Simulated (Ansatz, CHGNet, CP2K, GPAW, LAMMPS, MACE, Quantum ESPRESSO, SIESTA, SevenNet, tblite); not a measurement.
# Running glassy Na2Si4O9 (90 atoms) with Quantum ESPRESSO

How do the settings of Quantum ESPRESSO change the result for glassy Na2Si4O9 (90 atoms)? A plane-wave run serves as the yardstick.

Main program and level: Quantum ESPRESSO 7.5; the method is named at each step.

## Step 1: Set-up

The cell holds 90 atoms: 12 Na, 54 O and 24 Si. Its edges and angles: a = 10.817 Å, b = 10.817 Å, c = 10.817 Å, α = 90.0°, β = 90.0°, γ = 90.0°. 90 atoms (12 Na, 54 O, 24 Si) placed at random at 2.38 g/cm³, melted at 4500 K for 20 ps at fixed volume with the Morse and Coulomb pair potential with partial charges (Pedone, Malavasi, Menziani, Cormack and Segre, J. Phys. Chem. B 110, 11780 (2006)). Quenched from 4500 K to 300 K at 10 K/ps and fixed volume, held 5 ps.

The yardstick, on the same geometry:

| Quantity | Value |
| --- | --- |
| method | Kohn-Sham DFT, PBE, PAW, plane waves (Ansatz 0.2.0); cutoff 420 eV, Γ point, fermi-dirac smearing of 0.05 eV; PAW set soft_2 |
| r.m.s. force component | 1.292 eV/Å |
| longest force | 5.169 eV/Å |
| pressure | 4.954 GPa |
| gap (highest filled to lowest empty level) | 2.725 eV |
| SCF cycles | 9 |
| time | 14 s on 4 threads of Arm Neoverse V2, shared host |
| CPU time | 54 s |

## Step 2: PBE, sssp-1.3.0-efficiency, 60/480 Ry

Method: Kohn-Sham DFT, PBE, SSSP efficiency 1.3.0 pseudopotentials, plane waves.

Input file pw.in:

```
&control
  calculation = 'scf'
  pseudo_dir = './pseudo'
  outdir = './tmp'
  disk_io = 'none'
  tprnfor = .true.
  tstress = .true.
/
&system
  ibrav = 0
  nat = 90
  ntyp = 3
  ecutwfc = 60
  ecutrho = 480
  nosym = .true.
  occupations = 'smearing'
  smearing = 'fd'
  degauss = 0.003675
/
&electrons
  conv_thr = 4.5e-07
  electron_maxstep = 100
  mixing_beta = 0.4
  mixing_mode = 'plain'
  diagonalization = 'david'
/
ATOMIC_SPECIES
Na 22.990 Na.upf
O 15.999 O.upf
Si 28.085 Si.upf
CELL_PARAMETERS angstrom
10.81660 0.00000 0.00000
0.00000 10.81660 0.00000
0.00000 0.00000 10.81660
ATOMIC_POSITIONS crystal
Na 0.40930 0.89040 0.16156
Na 0.54137 0.77923 0.96578
Na 0.46190 0.30950 0.69964
Na 0.53221 0.11486 0.44891
Na 0.55487 0.60050 0.42996
Na 0.56074 0.30989 0.00757
Na 0.87082 0.13334 0.22742
Na 0.63475 0.84169 0.38422
Na 0.65250 0.11980 0.22936
Na 0.83020 0.61887 0.56630
Na 0.95875 0.32004 0.54337
Na 0.68222 0.29736 0.69724
O 0.56332 0.12333 0.68403
O 0.43060 0.44124 0.21603
O 0.14213 0.68324 0.98044
O 0.27493 0.16361 0.73112
O 0.45412 0.08192 0.87765
O 0.97624 0.51084 0.93341
O 0.32597 0.43802 0.56698
O 0.93654 0.44201 0.35240
O 0.21630 0.15027 0.97546
O 0.17922 0.89533 0.07095
O 0.24349 0.79253 0.46037
O 0.20649 0.45811 0.97993
O 0.90252 0.90710 0.77988
O 0.78224 0.54292 0.78336
O 0.42532 0.66872 0.63113
O 0.06602 0.64576 0.39501
O 0.33334 0.52145 0.78669
O 0.72186 0.47090 0.46664
O 0.69410 0.55189 0.99760
O 0.35300 0.80986 0.92339
O 0.67909 0.98060 0.85783
O 0.98635 0.87914 0.20761
O 0.89328 0.08833 0.92398
O 0.08855 0.04439 0.66798
O 0.21214 0.94931 0.29909
O 0.64123 0.75036 0.55842
O 0.35816 0.27703 0.37379
O 0.42006 0.53875 0.00264
O 0.76966 0.22677 0.06700
O 0.36914 0.30757 0.90258
O 0.17941 0.24110 0.52774
O 0.17508 0.43244 0.38067
O 0.19192 0.61415 0.59832
O 0.76900 0.25952 0.36276
O 0.57359 0.63843 0.16804
O 0.43823 0.91973 0.36605
O 0.80608 0.69629 0.17289
O 0.14247 0.86517 0.81978
O 0.85448 0.32204 0.85676
O 0.98563 0.43996 0.69849
O 0.08215 0.09444 0.16630
O 0.46226 0.20152 0.16734
O 0.83801 0.86799 0.01588
O 0.07267 0.53544 0.16770
[... 30 atom lines left out ...]
Si 0.54616 0.01566 0.77952
Si 0.20552 0.11602 0.60886
Si 0.71743 0.58737 0.14257
Si 0.43132 0.57444 0.15248
K_POINTS gamma
```

Started as:

```console
$ OMP_NUM_THREADS=1 mpirun -np 4 pw.x -in pw.in > output.txt
```

Log:

```text
Program PWSCF
     gamma-point specific algorithms are used
     one sub-group per band group will be used
     scalapack distributed-memory algorithm (size of sub-group:  2*  2 procs)
     Parallelization info
     sticks:   dense  smooth     PW     G-vecs:    dense   smooth      PW
     Min        3990    1996    500               379109   134096   16759
     Max        3992    1998    501               379116   134101   16764
     Sum       15965    7989   2001              1516451   536393   67043
     bravais-lattice index     =            0
     lattice parameter (alat)  =      20.4404  a.u.
     unit-cell volume          =    8540.2171 (a.u.)^3
     number of atoms/cell      =           90
     number of atomic types    =            3
     number of electrons       =       528.00
     number of Kohn-Sham states=          317
     kinetic-energy cutoff     =      60.0000  Ry
     charge density cutoff     =     480.0000  Ry
     scf convergence threshold =      4.5E-07
     mixing beta               =       0.4000
     number of iterations used =            8  plain     mixing
     Exchange-correlation= PBE
                           (   1   4   3   4   0   0   0)
     crystal axes: (cart. coord. in units of alat)
               a(1) = (   1.000000   0.000000   0.000000 )
               a(2) = (   0.000000   1.000000   0.000000 )
               a(3) = (   0.000000   0.000000   1.000000 )
     reciprocal axes: (cart. coord. in units 2 pi/alat)
               b(1) = (  1.000000  0.000000  0.000000 )
               b(2) = (  0.000000  1.000000  0.000000 )
               b(3) = (  0.000000  0.000000  1.000000 )
     PseudoPot. # 1 for Na:
     Pseudo is Ultrasoft, Zval =  9.0
     PseudoPot. # 2 for O :
     Pseudo is Projector augmented-wave + core cor, Zval =  6.0
     PseudoPot. # 3 for Si:
     Pseudo is Ultrasoft + core correction, Zval =  4.0
     atomic species   valence    mass     pseudopotential
     Na                9.00    22.99000     Na( 1.00)
     O                 6.00    15.99900     O ( 1.00)
     Si                4.00    28.08500     Si( 1.00)
     No symmetry found
   Cartesian axes
     number of k points=     1  Fermi-Dirac smearing, width (Ry)=  0.0037
                       cart. coord. in units 2pi/alat
        k(    1) = (   0.0000000   0.0000000   0.0000000), wk =   2.0000000
     Dense  grid:   758226 G-vectors     FFT dimensions: ( 144, 144, 144)
     Smooth grid:   268197 G-vectors     FFT dimensions: ( 108, 108, 108)
     Initial potential from superposition of free atoms
     starting charge     527.9110, renormalised to     528.0000
     Starting wfcs are  372 randomized atomic wfcs
     Self-consistent Calculation
     iteration #  1     ecut=    60.00 Ry     beta= 0.40
     total energy              =   -3671.02684043 Ry
     estimated scf accuracy    <      23.87108647 Ry
     iteration #  2     ecut=    60.00 Ry     beta= 0.40
     total energy              =   -3676.47784166 Ry
     estimated scf accuracy    <       0.96576035 Ry
     iteration #  3     ecut=    60.00 Ry     beta= 0.40
     total energy              =   -3676.53139536 Ry
     estimated scf accuracy    <       0.37259095 Ry
     iteration #  4     ecut=    60.00 Ry     beta= 0.40
     total energy              =   -3676.56504001 Ry
     estimated scf accuracy    <       0.05873478 Ry
     iteration #  5     ecut=    60.00 Ry     beta= 0.40
     c_bands:  1 eigenvalues not converged
     total energy              =   -3676.56654369 Ry
     estimated scf accuracy    <       0.02001963 Ry
     iteration #  6     ecut=    60.00 Ry     beta= 0.40
     total energy              =   -3676.56583431 Ry
     estimated scf accuracy    <       0.00402593 Ry
     iteration #  7     ecut=    60.00 Ry     beta= 0.40
     total energy              =   -3676.56759743 Ry
     estimated scf accuracy    <       0.00094200 Ry
     iteration #  8     ecut=    60.00 Ry     beta= 0.40
     total energy              =   -3676.56765863 Ry
     estimated scf accuracy    <       0.00012456 Ry
     iteration #  9     ecut=    60.00 Ry     beta= 0.40
     total energy              =   -3676.56771502 Ry
     estimated scf accuracy    <       0.00001033 Ry
     iteration # 10     ecut=    60.00 Ry     beta= 0.40
     total energy              =   -3676.56772020 Ry
     estimated scf accuracy    <       0.00000051 Ry
     iteration # 11     ecut=    60.00 Ry     beta= 0.40
     End of self-consistent calculation
          k = 0.0000 0.0000 0.0000 ( 33522 PWs)   bands (ev):
   -48.5217 -47.6930 -47.5830 -47.4861 -47.4028 -47.2678 -47.1535 -47.1097
   -47.0506 -47.0270 -46.7604 -46.6995 -20.4996 -20.4225 -20.3868 -19.8759
   -19.6781 -19.5790 -19.5673 -19.5136 -19.4369 -19.4350 -19.4298 -19.4126
   -19.3567 -19.3191 -19.2858 -19.2819 -19.1682 -19.1530 -19.1360 -19.1304
   -19.1098 -19.0352 -19.0298 -19.0268 -18.9962 -18.9878 -18.9832 -18.9717
   -18.9351 -18.9017 -18.7429 -18.7119 -18.6595 -18.6511 -18.6153 -18.6050
   -18.0191 -17.6970 -17.5646 -17.4007 -17.3034 -17.2367 -17.0963 -17.0473
   -16.9801 -16.8288 -16.8019 -16.7232 -16.5726 -16.4724 -16.3774 -16.2740
   -16.2276 -16.1808 -16.1507 -16.0914 -16.0519 -15.9715 -15.9031 -15.8289
   -15.7586 -15.7190 -15.6263 -15.6208 -15.5565 -15.4892 -15.3991 -15.3822
   -15.2818 -15.2510 -15.2028 -15.1158 -15.0762 -15.0259 -14.9682 -14.8113
   -14.7671 -14.6237 -14.3805 -14.2552 -14.2126 -13.8727 -13.6434 -13.5950
[...]
8.9693   9.0229   9.2354   9.4196   9.5367   9.6265   9.6517   9.7344
     9.7799   9.8763   9.9227  10.0169  10.0587  10.1105  10.3445  10.3561
    10.4856  10.5648  10.5927  10.6388  10.6998  10.7961  10.8264  10.8539
    10.9419  10.9719  11.0620  11.0655  11.0870  11.1903  11.2316  11.2616
    11.3547  11.4021  11.4461  11.5002  11.5877  11.6156  11.6584  11.6757
    11.7671  11.8072  11.8500  11.9117  11.9935
     the Fermi energy is     4.8041 ev
!    total energy              =   -3676.56772232 Ry
     estimated scf accuracy    <       0.00000030 Ry
     smearing contrib. (-TS)   =      -0.00000000 Ry
     internal energy E=F+TS    =   -3676.56772232 Ry
     The total energy is F=E-TS. E is the sum of the following terms:
     one-electron contribution =   -2156.91266491 Ry
     hartree contribution      =    1327.19846081 Ry
     xc contribution           =    -733.99821342 Ry
     ewald contribution        =   -1599.93383582 Ry
     one-center paw contrib.   =    -512.92146898 Ry
     convergence has been achieved in  11 iterations
     Forces acting on atoms (cartesian axes, Ry/au):
     atom    1 type  1   force =    -0.03156088   -0.01868039   -0.00994718
     atom    2 type  1   force =     0.00714101   -0.00618542    0.00251248
     atom    3 type  1   force =    -0.03349508    0.00403316   -0.00600215
     atom    4 type  1   force =    -0.02176349   -0.00152478    0.02878050
     atom    5 type  1   force =    -0.00275914   -0.02376183   -0.00310531
     atom    6 type  1   force =     0.03624437    0.00354132    0.01045930
     atom    7 type  1   force =     0.03028051   -0.00058775    0.00779080
     atom    8 type  1   force =     0.00160231    0.01433015   -0.01632984
     atom    9 type  1   force =    -0.01452392    0.02247980   -0.03658414
     atom   10 type  1   force =    -0.00659300   -0.00093107    0.02097840
     atom   11 type  1   force =     0.00848717   -0.00509619   -0.00566525
     atom   12 type  1   force =     0.04962224    0.00053830   -0.00177275
[...]
atom   86 type  3   force =    -0.17912949    0.04518833   -0.07902497
     atom   87 type  3   force =     0.10139620   -0.00523841   -0.02466705
     atom   88 type  3   force =     0.02701357   -0.05220007    0.02401382
     atom   89 type  3   force =    -0.12573664   -0.10144253   -0.03519045
     atom   90 type  3   force =     0.03742063   -0.02134078   -0.05604989
     Total force =     0.842412     Total SCF correction =     0.001238
     Computing stress (Cartesian axis) and pressure
          total   stress  (Ry/bohr**3)                   (kbar)     P=       52.27
   0.00044071  -0.00011791  -0.00015396           64.83      -17.35      -22.65
  -0.00011791   0.00033058  -0.00000936          -17.35       48.63       -1.38
  -0.00015396  -0.00000936   0.00029477          -22.65       -1.38       43.36
     Message from routine punch:
     Nothing written, as per user request (disk_io='none')
```

Wall time 2.7 min (4 MPI ranks of Arm Neoverse V2, shared host); peak memory 4.1 GiB.

Banners, paths, timers and routine set-up lines are dropped from the logs unmarked, and long logs keep their key lines alone; longer cuts are marked.

Against the reference:

```yaml
r_m_s_force_component: 1.318 eV/Å
r_m_s_difference_of_force_components: 35.57 meV/Å
longest_difference_of_force_vectors: 163.8 meV/Å
force_difference_over_r_m_s_force: 2.754 %
slope_of_forces_against_the_reference_s: 1.02
correlation_of_force_components: 0.9998
spacing_of_highest_filled_and_lowest_empty_level: 2.733 eV
gap_difference: 0.0085 eV
pressure: 5.227 GPa
pressure_difference: 0.2732 GPa
```

Length of the force difference by element (eV/Å):

```
element  atoms   mean   most
     Na     12  0.033  0.060
      O     54  0.053   0.16
     Si     24  0.060   0.13
```

Levels nearest the highest filled one (eV from it): -1.39, -1.35, -1.09, -0.92, -0.81, -0.68, -0.59, -0.48, -0.43, -0.25, -0.20, 0.00, 2.73, 4.00, 4.17, 4.32, 4.54, 4.74, 4.95, 5.16, 5.37, 5.42, 5.63, 5.82.

The surroundings of O27, picked at random, nearest first, numbered as they follow in the input and with coordinates relative to it.

```
atom      x      y      z  distance (Å)  bonds     Fx     Fy  Fz (eV/Å)
 O27   0.00   0.00   0.00          0.00      3  -0.85  -0.67      -1.26
Si77   1.25   0.92   0.38          1.60      4   2.40  -0.74       1.07
Si85  -1.15  -1.11   0.18          1.61      4   0.19  -0.03       0.23
 O29  -0.99  -1.59   1.68          2.52      2  -0.52   0.81      -2.61
 O58   1.90   0.17   1.77          2.60      3  -0.93   1.37      -0.11
 O45  -2.52  -0.59  -0.35          2.62      2  -1.13  -0.34       1.09
 O38   2.34   0.88  -0.79          2.62      4   0.07  -0.29      -0.28
 Na5   1.40  -0.74  -2.18          2.69      3  -0.07  -0.61      -0.08
 O61   0.87   2.43   0.80          2.70      2  -0.85   0.01       0.51
 O19  -1.07  -2.50  -0.69          2.80      3   1.89  -1.27      -0.40
```

Forces lie 2.8 % from the reference's, at 12 times its CPU time.

(Continued in part 2 of 2.)

[Also dropped from logs without a mark: logging warnings of Python, and SIESTA's first energy breakdown and zero terms.]

[Logs are printed without paths, hosts, clocks, repeated set-up lines and the standing remarks that a program may print on its own settings, such as how far it seeks lower states.]

[Hosts, paths, dates, database ids (printed as entryN), source tags and the programs' standing remarks are cut or masked in the printed files.]
